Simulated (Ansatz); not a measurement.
# The perfect Al wire along [110], 4 atoms a period

Wanted: the relaxed geometry and the bands of the Al wire along [110], 4 atoms a period.

Calculated with Ansatz 0.2.0; DFT PBE, plane waves, PAW; relaxation of a wire's period; PAW set soft_1, in the first sound run; inputs show where later runs differ.

## Step 1: Set-up

The cell holds 4 atoms: 4 Al. Its edges and angles: a = 10.840 Å, b = 9.657 Å, c = 2.857 Å, α = 90.0°, β = 90.0°, γ = 90.0°. Vacuum lies along a and b. The structure's axis is c.

Coordinates:

```cif
data_structure
_symmetry_space_group_name_H-M 'P 1'
_symmetry_Int_Tables_number 1
_cell_length_a 10.8400
_cell_length_b 9.6570
_cell_length_c 2.8567
_cell_angle_alpha 90.000
_cell_angle_beta 90.000
_cell_angle_gamma 90.000
_cell_volume 299.05
loop_
_atom_site_label
_atom_site_type_symbol
_atom_site_fract_x
_atom_site_fract_y
_atom_site_fract_z
_atom_site_occupancy
Al1 Al 0.31365 0.49999 0.00000 1
Al2 Al 0.68635 0.49999 0.00000 1
Al3 Al 0.50000 0.35208 0.50000 1
Al4 Al 0.50000 0.64789 0.50000 1
```

## Step 2: Relaxing the period

Band widths follow the bond lengths, so the wire is relaxed first. The atoms and the third cell vector are free; the box across stays fixed as vacuum. A Fermi-Dirac smearing is set since the result may be a metal. The pressure printed is a third of the stress's trace over the whole box, vacuum included; only the stress along the axis is relaxed.

The input, input.yaml:

```yaml
crystal:
  lattice:
    - [10.84, 0.0, 0.0]
    - [0.0, 9.657, 0.0]
    - [0.0, 0.0, 2.856711396]
  atoms:
    - { symbol: Al, position: [0.313653137, 0.499985057, 0.0] }
    - { symbol: Al, position: [0.686346863, 0.499985057, 0.0] }
    - { symbol: Al, position: [0.5, 0.352076214, 0.5] }
    - { symbol: Al, position: [0.5, 0.6478939, 0.5] }
kpoints:
  mp_grid: { grid: [1, 1, 29] }
scf:
  occupations: { method: fermi_dirac, width: 0.05 }
hamiltonian:
  xc: pbe
  pseudopotentials: { kind: paw, azcp: { folder: soft_1 } }
relax:
  cell: { fix: [a, b, alpha, beta, gamma] }
  max_steps: 45
  f_tol: 0.03
```

The run is started by

```sh
ansatz run input.yaml --threads 4 --pin off --max-ram 16384MiB --backend cpu --events-out ev --progress --plain --runs-dir out
```

Numbers of over 12 decimals in the logs are rounded to 6 here.

The program printed:

```text
Engine: ansatz 0.2.0, x86_64-unknown-linux-gnu
Pseudopotentials: kind: paw
Pseudopotential: Al, paw, valence charge 3, recommended cutoff 420 eV (normal), soft_1/Al.paw.azcp
Functional definition: PBE
  parameter kappa = 0.804
  parameter beta = 0.066725
  exchange = pbe_x(kappa = kappa, mu = beta*pi^2/3)
  correlation = pbe_c(beta = beta)
Crystal: 4 atoms, lattice volume = 299.046 Å³
Basis set: ecut = 420 eV, 5841 PW (Γ), exchange–correlation on 150×144×40 points (8 copies of the dense FFT grid, shifted against one another)
Bands: 10, of which v1, the nominal top of the filled ones, is band 6 counted from 1 (5 counted from 0)
Symmetry: 8 space group operations
Space group: Pmmm (ITA 47), of the structure as read, at distance tolerance 6.7e-5 Å
k-points: 15 of 29
Non-local potential: Al, projectors of the file, l = 0: 2, l = 1: 2, l = 2: 1
PAW form: soft (Blöchl's): semilocal exchange-correlation on the pseudo side does not see the compensation charge
PAW one-centre angular grid: Al, 110 points (default); XC on 64 Gauss nodes
Initial density: superposition of atomic densities (neutral atoms: chi_scale 0, normalization atom)
Initial wavefunctions: pseudopotential atomic-orbital guess
Functional: x = pbe(κ = 0.804, μ = 0.219515), c = pbe(β = 0.066725)
SCF iter   1: F=—  HF=-2147.761977 eV  |F-HF|=—  |Δ(HF+E_count)|=         —  Δρ=1.55e-2  dr2=3.82e0  ethr=3.10e-3  ⟨swp⟩=8.5  Hψ=1331  notcnv=0
preconditioner: auto → LDOS  [metal: Δε(μ)=0.100 eV  Ē_g=5.423 eV  σ=0.050 eV  W_gap=0.46  n_scr=20 (ndim 8)  ℏωp=7.4 eV  f_vac=0.394  D(μ)=2.78/eV (n_scr^D=10)  β→1.0]
SCF iter   2: F=—  HF=-2147.012614 eV  |F-HF|=—  |Δ(HF+E_count)|=   7.49e-1  Δρ=1.08e-2  dr2=1.19e0  ethr=3.10e-3  ⟨swp⟩=3.6  Hψ=512  notcnv=0
SCF iter   3: F=—  HF=-2146.867354 eV  |F-HF|=—  |Δ(HF+E_count)|=   1.45e-1  Δρ=2.36e-3  dr2=5.28e-2  ethr=3.10e-3  ⟨swp⟩=3.3  Hψ=376  notcnv=0
SCF iter   4: F=—  HF=-2146.863413 eV  |F-HF|=—  |Δ(HF+E_count)|=   3.94e-3  Δρ=4.81e-4  dr2=4.58e-3  ethr=4.40e-4  ⟨swp⟩=2.4  Hψ=298  notcnv=0
SCF iter   5: F=—  HF=-2146.863121 eV  |F-HF|=—  |Δ(HF+E_count)|=   2.92e-4  Δρ=1.16e-4  dr2=1.21e-4  ethr=3.82e-5  ⟨swp⟩=2.3  Hψ=220  notcnv=0
SCF iter   6: F=—  HF=-2146.863141 eV  |F-HF|=—  |Δ(HF+E_count)|=   2.08e-5  Δρ=2.49e-5  dr2=3.56e-6  ethr=1.01e-6  ⟨swp⟩=2.2  Hψ=241  notcnv=0
SCF iter   7: F=—  HF=-2146.863164 eV  |F-HF|=—  |Δ(HF+E_count)|=   2.23e-5  Δρ=6.69e-6  dr2=2.81e-7  ethr=2.97e-8  ⟨swp⟩=2.0  Hψ=241  notcnv=0
SCF iter   8: F=-2146.863164 eV  HF=-2146.863164 eV  |F-HF|=4.65e-10  |Δ(HF+E_count)|=   1.83e-7  Δρ=1.30e-6  dr2=1.01e-8  ethr=8.33e-10  ⟨swp⟩=5.0  Hψ=571  notcnv=0
SCF 1 converged in 8 iterations: F = -2146.863164 eV  dr2 = 1.01e-8
  greatest PAW one-centre occupation: 0.499 electrons in one spin orbital (limit 2), on the Al atom at site 1 (counted from 0), in its partial waves of l = 0
relax step   1: F+E_penalty+E_count = -2146.86316403 eV  Δ(F+E_penalty+E_count) = +0.000e0 eV  max|allowed force component| = 2.513e-1 eV/Å  Δτ_max = 0.0000 Å  P = -1.416 GPa  Ω = 299.046 Å³  fix = [a, b, alpha, beta, gamma]  reactions: a -0.514, b -0.275 GPa  (8 SCF iters, dr2 threshold 1.00e-7 eV, accepted)
Crystal: 4 atoms, lattice volume = 284.454 Å³
Basis set: ecut = 420 eV, 5613 PW (Γ), exchange–correlation on 150×144×40 points (8 copies of the dense FFT grid, shifted against one another)
Initial density: handed on by an earlier stage of this run
Initial wavefunctions: those handed on with the density
iter 1 solved again at ethr=4.40e-4 eV; its pass at ethr=3.10e-3 eV (dr2=5.28e-2 eV) is discarded
SCF iter   1: F=—  HF=-2147.147506 eV  |F-HF|=—  |Δ(HF+E_count)|=         —  Δρ=2.30e-3  dr2=5.46e-2  ethr=4.40e-4  ⟨swp⟩=1.4  Hψ=1567  notcnv=0
preconditioner: auto → LDOS  [insulator: Δε(μ)=0.157 eV  Ē_g=5.349 eV  σ=0.050 eV  W_gap=0.59  n_scr=20 (ndim 8)  ℏωp=7.6 eV  f_vac=0.449  D(μ)=1.76/eV (n_scr^D=8)  ε∞_Penn≈3.0  β→1.0]
SCF iter   2: F=—  HF=-2147.140246 eV  |F-HF|=—  |Δ(HF+E_count)|=   7.26e-3  Δρ=1.62e-3  dr2=4.02e-2  ethr=4.40e-4  ⟨swp⟩=3.1  Hψ=310  notcnv=0
SCF iter   3: F=—  HF=-2147.131724 eV  |F-HF|=—  |Δ(HF+E_count)|=   8.52e-3  Δρ=3.41e-4  dr2=1.40e-3  ethr=3.35e-4  ⟨swp⟩=2.1  Hψ=267  notcnv=0
SCF iter   4: F=—  HF=-2147.131403 eV  |F-HF|=—  |Δ(HF+E_count)|=   3.21e-4  Δρ=7.99e-5  dr2=2.99e-5  ethr=1.17e-5  ⟨swp⟩=2.3  Hψ=282  notcnv=0
SCF iter   5: F=—  HF=-2147.131369 eV  |F-HF|=—  |Δ(HF+E_count)|=   3.36e-5  Δρ=1.31e-5  dr2=4.71e-7  ethr=2.49e-7  ⟨swp⟩=2.3  Hψ=227  notcnv=0
SCF iter   6: F=-2147.131370 eV  HF=-2147.131370 eV  |F-HF|=2.77e-8  |Δ(HF+E_count)|=   7.89e-7  Δρ=2.53e-6  dr2=2.59e-8  ethr=3.33e-9  ⟨swp⟩=4.9  Hψ=571  notcnv=0
SCF 2 converged in 6 iterations: F = -2147.131370 eV  dr2 = 2.59e-8
  greatest PAW one-centre occupation: 0.487 electrons in one spin orbital (limit 2), on the Al atom at site 1 (counted from 0), in its partial waves of l = 0
relax step   2: F+E_penalty+E_count = -2147.13137018 eV  Δ(F+E_penalty+E_count) = -2.682e-1 eV  max|allowed force component| = 7.433e-2 eV/Å  Δτ_max = 0.0474 Å  P = -0.740 GPa  Ω = 284.454 Å³  energy of the carried Pulay correction = +6.334e-4 eV  fix = [a, b, alpha, beta, gamma]  reactions: a +0.232, b -0.230 GPa  (6 SCF iters, dr2 threshold 4.00e-7 eV, accepted)
Crystal: 4 atoms, lattice volume = 269.864 Å³
Basis set: ecut = 420 eV, 5309 PW (Γ), exchange–correlation on 150×144×40 points (8 copies of the dense FFT grid, shifted against one another)
iter 1 solved again at ethr=4.70e-4 eV; its pass at ethr=3.10e-3 eV (dr2=5.65e-2 eV) is discarded
SCF iter   1: F=—  HF=-2147.272332 eV  |F-HF|=—  |Δ(HF+E_count)|=         —  Δρ=3.28e-3  dr2=5.76e-2  ethr=4.70e-4  ⟨swp⟩=1.4  Hψ=1556  notcnv=0
preconditioner: auto → LDOS  [insulator: Δε(μ)=0.319 eV  Ē_g=5.483 eV  σ=0.050 eV  W_gap=0.54  n_scr=20 (ndim 8)  ℏωp=7.8 eV  f_vac=0.442  D(μ)=2.70/eV (n_scr^D=16)  ε∞_Penn≈3.0  β→1.0]
SCF iter   2: F=—  HF=-2147.253496 eV  |F-HF|=—  |Δ(HF+E_count)|=   1.88e-2  Δρ=1.07e-3  dr2=6.79e-3  ethr=4.70e-4  ⟨swp⟩=2.2  Hψ=272  notcnv=0
SCF iter   3: F=—  HF=-2147.254670 eV  |F-HF|=—  |Δ(HF+E_count)|=   1.17e-3  Δρ=4.31e-4  dr2=1.37e-3  ethr=5.65e-5  ⟨swp⟩=2.1  Hψ=277  notcnv=0
SCF iter   4: F=—  HF=-2147.254754 eV  |F-HF|=—  |Δ(HF+E_count)|=   8.41e-5  Δρ=1.48e-4  dr2=1.89e-4  ethr=1.14e-5  ⟨swp⟩=2.3  Hψ=252  notcnv=0
SCF iter   5: F=—  HF=-2147.254707 eV  |F-HF|=—  |Δ(HF+E_count)|=   4.68e-5  Δρ=3.55e-5  dr2=7.61e-6  ethr=1.57e-6  ⟨swp⟩=2.7  Hψ=231  notcnv=0
SCF iter   6: F=-2147.254708 eV  HF=-2147.254708 eV  |F-HF|=5.58e-8  |Δ(HF+E_count)|=   1.45e-6  Δρ=6.19e-6  dr2=1.68e-7  ethr=3.33e-9  ⟨swp⟩=3.9  Hψ=689  notcnv=0
SCF 3 converged in 6 iterations: F = -2147.254708 eV  dr2 = 1.68e-7
  greatest PAW one-centre occupation: 0.486 electrons in one spin orbital (limit 2), on the Al atom at site 1 (counted from 0), in its partial waves of l = 0
relax step   3: F+E_penalty+E_count = -2147.25470833 eV  Δ(F+E_penalty+E_count) = -1.233e-1 eV  max|allowed force component| = 2.471e-1 eV/Å  Δτ_max = 0.0860 Å  P = -0.257 GPa  Ω = 269.864 Å³  energy of the carried Pulay correction = +1.299e-3 eV  fix = [a, b, alpha, beta, gamma]  reactions: a +0.042, b -0.658 GPa  (6 SCF iters, dr2 threshold 4.00e-7 eV, accepted)
Crystal: 4 atoms, lattice volume = 264.067 Å³
Basis set: ecut = 420 eV, 5181 PW (Γ), exchange–correlation on 150×144×40 points (8 copies of the dense FFT grid, shifted against one another)
iter 1 solved again at ethr=2.07e-3 eV; its pass at ethr=3.10e-3 eV (dr2=2.48e-1 eV) is discarded
SCF iter   1: F=—  HF=-2147.116319 eV  |F-HF|=—  |Δ(HF+E_count)|=         —  Δρ=4.40e-3  dr2=2.57e-1  ethr=2.07e-3  ⟨swp⟩=1.0  Hψ=1673  notcnv=0
preconditioner: auto → LDOS  [metal: Δε(μ)=0.094 eV  Ē_g=5.831 eV  σ=0.050 eV  W_gap=0.41  n_scr=20 (ndim 8)  ℏωp=7.9 eV  f_vac=0.469  D(μ)=2.10/eV (n_scr^D=10)  β→1.0]
SCF iter   2: F=—  HF=-2147.055710 eV  |F-HF|=—  |Δ(HF+E_count)|=   6.06e-2  Δρ=2.53e-3  dr2=2.85e-2  ethr=2.07e-3  ⟨swp⟩=2.9  Hψ=285  notcnv=0
SCF iter   3: F=—  HF=-2147.059140 eV  |F-HF|=—  |Δ(HF+E_count)|=   3.43e-3  Δρ=6.46e-4  dr2=2.62e-3  ethr=2.37e-4  ⟨swp⟩=2.6  Hψ=327  notcnv=0
SCF iter   4: F=—  HF=-2147.059379 eV  |F-HF|=—  |Δ(HF+E_count)|=   2.39e-4  Δρ=1.74e-4  dr2=1.83e-4  ethr=2.19e-5  ⟨swp⟩=2.2  Hψ=298  notcnv=0
SCF iter   5: F=—  HF=-2147.059433 eV  |F-HF|=—  |Δ(HF+E_count)|=   5.44e-5  Δρ=2.08e-5  dr2=1.65e-6  ethr=1.53e-6  ⟨swp⟩=2.7  Hψ=266  notcnv=0
SCF iter   6: F=-2147.059435 eV  HF=-2147.059435 eV  |F-HF|=3.50e-9  |Δ(HF+E_count)|=   1.40e-6  Δρ=2.70e-6  dr2=3.36e-8  ethr=3.33e-9  ⟨swp⟩=5.8  Hψ=600  notcnv=0
SCF 4 converged in 6 iterations: F = -2147.059435 eV  dr2 = 3.36e-8
  greatest PAW one-centre occupation: 0.490 electrons in one spin orbital (limit 2), on the Al atom at site 1 (counted from 0), in its partial waves of l = 0
relax step   4: F+E_penalty+E_count = -2147.05943471 eV  Δ(F+E_penalty+E_count) = +1.953e-1 eV  max|allowed force component| = 1.400e0 eV/Å  Δτ_max = 0.1948 Å  P = +1.561 GPa  Ω = 264.067 Å³  energy of the carried Pulay correction = +1.573e-3 eV  fix = [a, b, alpha, beta, gamma]  (6 SCF iters, dr2 threshold 4.00e-7 eV, rejected (line search))
Crystal: 4 atoms, lattice volume = 269.035 Å³
Basis set: ecut = 420 eV, 5285 PW (Γ), exchange–correlation on 150×144×40 points (8 copies of the dense FFT grid, shifted against one another)
iter 1 solved again at ethr=1.48e-3 eV; its pass at ethr=3.10e-3 eV (dr2=1.78e-1 eV) is discarded
SCF iter   1: F=—  HF=-2147.305866 eV  |F-HF|=—  |Δ(HF+E_count)|=         —  Δρ=3.47e-3  dr2=1.78e-1  ethr=1.48e-3  ⟨swp⟩=1.0  Hψ=1502  notcnv=0
preconditioner: auto → LDOS  [insulator: Δε(μ)=0.143 eV  Ē_g=5.472 eV  σ=0.050 eV  W_gap=0.53  n_scr=20 (ndim 8)  ℏωp=7.8 eV  f_vac=0.455  D(μ)=2.06/eV (n_scr^D=10)  ε∞_Penn≈3.1  β→1.0]
SCF iter   2: F=—  HF=-2147.261411 eV  |F-HF|=—  |Δ(HF+E_count)|=   4.45e-2  Δρ=2.12e-3  dr2=1.98e-2  ethr=1.48e-3  ⟨swp⟩=2.7  Hψ=293  notcnv=0
SCF iter   3: F=—  HF=-2147.264298 eV  |F-HF|=—  |Δ(HF+E_count)|=   2.89e-3  Δρ=6.34e-4  dr2=3.07e-3  ethr=1.65e-4  ⟨swp⟩=2.3  Hψ=326  notcnv=0
SCF iter   4: F=—  HF=-2147.264326 eV  |F-HF|=—  |Δ(HF+E_count)|=   2.77e-5  Δρ=2.31e-4  dr2=2.67e-4  ethr=2.56e-5  ⟨swp⟩=2.5  Hψ=240  notcnv=0
SCF iter   5: F=—  HF=-2147.264401 eV  |F-HF|=—  |Δ(HF+E_count)|=   7.58e-5  Δρ=4.88e-5  dr2=6.07e-6  ethr=2.22e-6  ⟨swp⟩=2.7  Hψ=231  notcnv=0
SCF iter   6: F=—  HF=-2147.264388 eV  |F-HF|=—  |Δ(HF+E_count)|=   1.31e-5  Δρ=7.88e-6  dr2=8.92e-8  ethr=5.06e-8  ⟨swp⟩=2.8  Hψ=280  notcnv=0
SCF iter   7: F=—  HF=-2147.264382 eV  |F-HF|=—  |Δ(HF+E_count)|=   6.09e-6  Δρ=8.69e-7  dr2=1.20e-9  ethr=7.43e-10  ⟨swp⟩=2.6  Hψ=267  notcnv=0
SCF iter   8: F=—  HF=-2147.264382 eV  |F-HF|=—  |Δ(HF+E_count)|=   1.26e-9  Δρ=1.78e-7  dr2=9.37e-11  ethr=1.00e-11  ⟨swp⟩=2.3  Hψ=257  notcnv=0
SCF iter   9: F=-2147.264382 eV  HF=-2147.264382 eV  |F-HF|=4.55e-13  |Δ(HF+E_count)|=  8.23e-11  Δρ=2.96e-8  dr2=4.53e-12  ethr=1.00e-12  ⟨swp⟩=5.1  Hψ=571  notcnv=0
SCF 5 converged in 9 iterations: F = -2147.264382 eV  dr2 = 4.53e-12
relax step   5: F+E_penalty+E_count = -2147.26438216 eV  Δ(F+E_penalty+E_count) = -9.674e-3 eV  max|allowed force component| = 5.626e-2 eV/Å  Δτ_max = 0.0575 Å  P = -0.005 GPa  Ω = 269.035 Å³  energy of the carried Pulay correction = +1.338e-3 eV  fix = [a, b, alpha, beta, gamma]  reactions: a +0.033, b -0.148 GPa  (9 SCF iters, accepted)
Crystal: 4 atoms, lattice volume = 269.683 Å³
Basis set: ecut = 420 eV, 5301 PW (Γ), exchange–correlation on 150×144×40 points (8 copies of the dense FFT grid, shifted against one another)
iter 1 solved again at ethr=6.01e-6 eV; its pass at ethr=3.10e-3 eV (dr2=7.22e-4 eV) is discarded
SCF iter   1: F=—  HF=-2147.266499 eV  |F-HF|=—  |Δ(HF+E_count)|=         —  Δρ=3.75e-4  dr2=7.32e-4  ethr=6.01e-6  ⟨swp⟩=2.1  Hψ=1493  notcnv=0
preconditioner: auto → LDOS  [insulator: Δε(μ)=0.320 eV  Ē_g=5.508 eV  σ=0.050 eV  W_gap=0.57  n_scr=20 (ndim 8)  ℏωp=7.8 eV  f_vac=0.456  D(μ)=2.76/eV (n_scr^D=16)  ε∞_Penn≈3.0  β→1.0]
SCF iter   2: F=—  HF=-2147.266336 eV  |F-HF|=—  |Δ(HF+E_count)|=   1.63e-4  Δρ=1.38e-4  dr2=1.13e-4  ethr=6.01e-6  ⟨swp⟩=2.1  Hψ=207  notcnv=0
SCF iter   3: F=—  HF=-2147.266356 eV  |F-HF|=—  |Δ(HF+E_count)|=   2.07e-5  Δρ=5.02e-5  dr2=2.29e-5  ethr=9.38e-7  ⟨swp⟩=2.7  Hψ=246  notcnv=0
SCF iter   4: F=—  HF=-2147.266353 eV  |F-HF|=—  |Δ(HF+E_count)|=   3.06e-6  Δρ=1.50e-5  dr2=8.53e-7  ethr=1.90e-7  ⟨swp⟩=2.3  Hψ=216  notcnv=0
SCF iter   5: F=-2147.266354 eV  HF=-2147.266354 eV  |F-HF|=3.61e-8  |Δ(HF+E_count)|=   2.53e-7  Δρ=4.29e-6  dr2=5.30e-8  ethr=1.65e-9  ⟨swp⟩=5.1  Hψ=579  notcnv=0
SCF 6 converged in 5 iterations: F = -2147.266354 eV  dr2 = 5.30e-8
relax step   6: F+E_penalty+E_count = -2147.26635367 eV  Δ(F+E_penalty+E_count) = -1.972e-3 eV  max|allowed force component| = 1.692e-2 eV/Å  Δτ_max = 0.0215 Å  P = -0.035 GPa  Ω = 269.683 Å³  energy of the carried Pulay correction = +1.308e-3 eV  fix = [a, b, alpha, beta, gamma]  reactions: a +0.118, b -0.220 GPa  (5 SCF iters, dr2 threshold 1.98e-7 eV, accepted)
Basis set: ecut = 420 eV, 5301 PW (Γ), exchange–correlation on 150×144×36 points (8 copies of the dense FFT grid, shifted against one another)
Initial wavefunctions: pseudopotential atomic-orbital guess (no wavefunctions were taken with the density)
iter 1 solved again at ethr=7.14e-7 eV; its pass at ethr=3.10e-3 eV (dr2=8.56e-5 eV) is discarded
SCF iter   1: F=—  HF=-2147.265681 eV  |F-HF|=—  |Δ(HF+E_count)|=         —  Δρ=2.12e-5  dr2=1.49e-7  ethr=7.14e-7  ⟨swp⟩=3.6  Hψ=1802  notcnv=0
eigensolver tolerance schedule: the retry pair's looser diagonalisation over-reported the residual by 575.15 of it (diagonalisation noise at 0.15 of the residual, at the tolerance the schedule requests for it); recorded, not acted on — ethr = c·dr2/N_el stays at c = 1.0e-1
preconditioner: auto → LDOS  [insulator: Δε(μ)=0.318 eV  Ē_g=5.508 eV  σ=0.050 eV  W_gap=0.58  n_scr=20 (ndim 8)  ℏωp=7.8 eV  f_vac=0.456  D(μ)=2.78/eV (n_scr^D=16)  ε∞_Penn≈3.0  β→1.0]
SCF iter   2: F=—  HF=-2147.265765 eV  |F-HF|=—  |Δ(HF+E_count)|=   8.40e-5  Δρ=2.12e-6  dr2=2.36e-8  ethr=1.24e-9  ⟨swp⟩=3.2  Hψ=315  notcnv=0
SCF iter   3: F=—  HF=-2147.265765 eV  |F-HF|=—  |Δ(HF+E_count)|=   3.51e-9  Δρ=8.99e-7  dr2=2.36e-9  ethr=1.97e-10  ⟨swp⟩=2.2  Hψ=215  notcnv=0
SCF iter   4: F=—  HF=-2147.265765 eV  |F-HF|=—  |Δ(HF+E_count)|=   2.48e-9  Δρ=3.31e-7  dr2=8.02e-10  ethr=1.97e-11  ⟨swp⟩=2.6  Hψ=241  notcnv=0
SCF iter   5: F=-2147.265765 eV  HF=-2147.265765 eV  |F-HF|=1.05e-11  |Δ(HF+E_count)|=  4.68e-11  Δρ=9.47e-8  dr2=2.75e-11  ethr=1.00e-12  ⟨swp⟩=4.5  Hψ=709  notcnv=0
SCF 7 converged in 5 iterations: F = -2147.265765 eV  dr2 = 2.75e-11
relax step   7: F+E_penalty+E_count = -2147.26576514 eV  Δ(F+E_penalty+E_count) = +5.885e-4 eV  max|allowed force component| = 1.674e-2 eV/Å  Δτ_max = 0.0000 Å  P = -0.039 GPa  Ω = 269.683 Å³  fix = [a, b, alpha, beta, gamma]  reactions: a +0.115, b -0.223 GPa  stress off target by 9.61e-3 GPa on what of the cell is left free  SCF on the basis re-selected at this cell (its energy is not comparable with the rows above)  (5 SCF iters)
basis re-selected at this cell: Δ(F+E_penalty+E_count) = +5.885e-4 eV, ΔP = -0.004 GPa vs the last step (what re-selecting the basis moved, of the pressure what is left beyond the Pulay correction that the steps carried, after the strain that the cell walked since its last selection, with what the two solves' SCF thresholds leave and, on support functions, any second-order correction that the steps lacked; it is no measure of the basis error at this ecutwfc). The dense FFT grid was sized anew with the basis: this SCF ran on 75×72×18 points, the steps before it on 75×72×20, so part of this shift can come from that change (see relax.cell in the input reference). [rest of the remark cut]
SCF converged after 5 iterations
Free energy (F): -2147.265765 eV
Harris-Foulkes:  -2147.265765 eV  (|F-HF|=1.05e-11)
Internal energy: -2147.244538 eV  (E = F + TS)
E sigma→0 (E₀):  -2147.255151 eV
Entropy (-TS):   -0.021227 eV (-5.307 meV/atom)
Fermi energy:    -1.177603 eV
--- Per-component energies (eV) ---
  E_band       = -57.831534
  E_kinetic    = 82.162599
  E_local      = -564.374589  (includes V_loc(G=0)·N_el)
  E_nonlocal   = 41.794198
  E_hartree    = 252.835502
  E_xc         = -145.015927
  E_vxc        = -108.814472  (∫ρ·V_xc dr)
  E_paw        = -1877.901715  (= ΣΔE_a)
  E_vpaw       = -14.270268  (= ΣTr[D̂ρ^β])
  E_aug_tail   = -0.000009  (compensation charges beyond the density's cutoff)
  E_ewald      = 63.255402
  E_smearing   = -0.021227  (= −TS)
  E_closure    = 0.000000  (closes the sum)
  Σ components = -2147.265765   (vs F -2147.265765, Δ=0.00e0)
--- Forces (eV/Å), atoms counted from 1 ---
  atom   1  Al     0.01674183     0.00000000     0.00000000
  atom   2  Al    -0.01674183     0.00000000     0.00000000
  atom   3  Al     0.00000000     0.00682938     0.00000000
  atom   4  Al     0.00000000    -0.00682938     0.00000000
  max |Σ_I F_I| component: 3.47e-18 eV/Å
--- Stress (GPa, compression-positive) ---
        0.115391       0.000000       0.000000
        0.000000      -0.223181       0.000000
        0.000000       0.000000      -0.009610
  P = ⅓ Tr σ = -0.0391 GPa (-0.391 kbar)
--- Relaxed structure (6 steps of the walk, 5 accepted, 1 SCFs on fresh bases) ---
  F+E_penalty+E_count = -2147.26576514 eV   max|allowed force component| = 1.674e-2 eV/Å   (the final SCF, on the basis selected at the relaxed cell)
  cell:  # Å, volume = 269.6826 Å³
    - [10.84, 0.0, 0.0]
    - [0.0, 9.657, 0.0]
    - [0.0, 0.0, 2.576211]
  atoms:
    - { symbol: Al, position: [0.308989, 0.499985, 0.0] }
    - { symbol: Al, position: [0.691011, 0.499985, 0.0] }
    - { symbol: Al, position: [0.5, 0.354687, 0.5] }
    - { symbol: Al, position: [0.5, 0.645283, 0.5] }
```

Run time: 11 s. Hardware: 4 threads of Intel Xeon Platinum 8375C at 2.90GHz (Ice Lake), shared host; peak memory 0.55 GiB.

(Part 1 of 2 ends here.)

[Logs are printed without paths, hosts, clocks, repeated set-up lines and the standing remarks that a program may print on its own settings, such as how far it seeks lower states.]

[Hosts, paths, dates, database ids (printed as entryN), source tags and the programs' standing remarks are cut or masked in the printed files.]
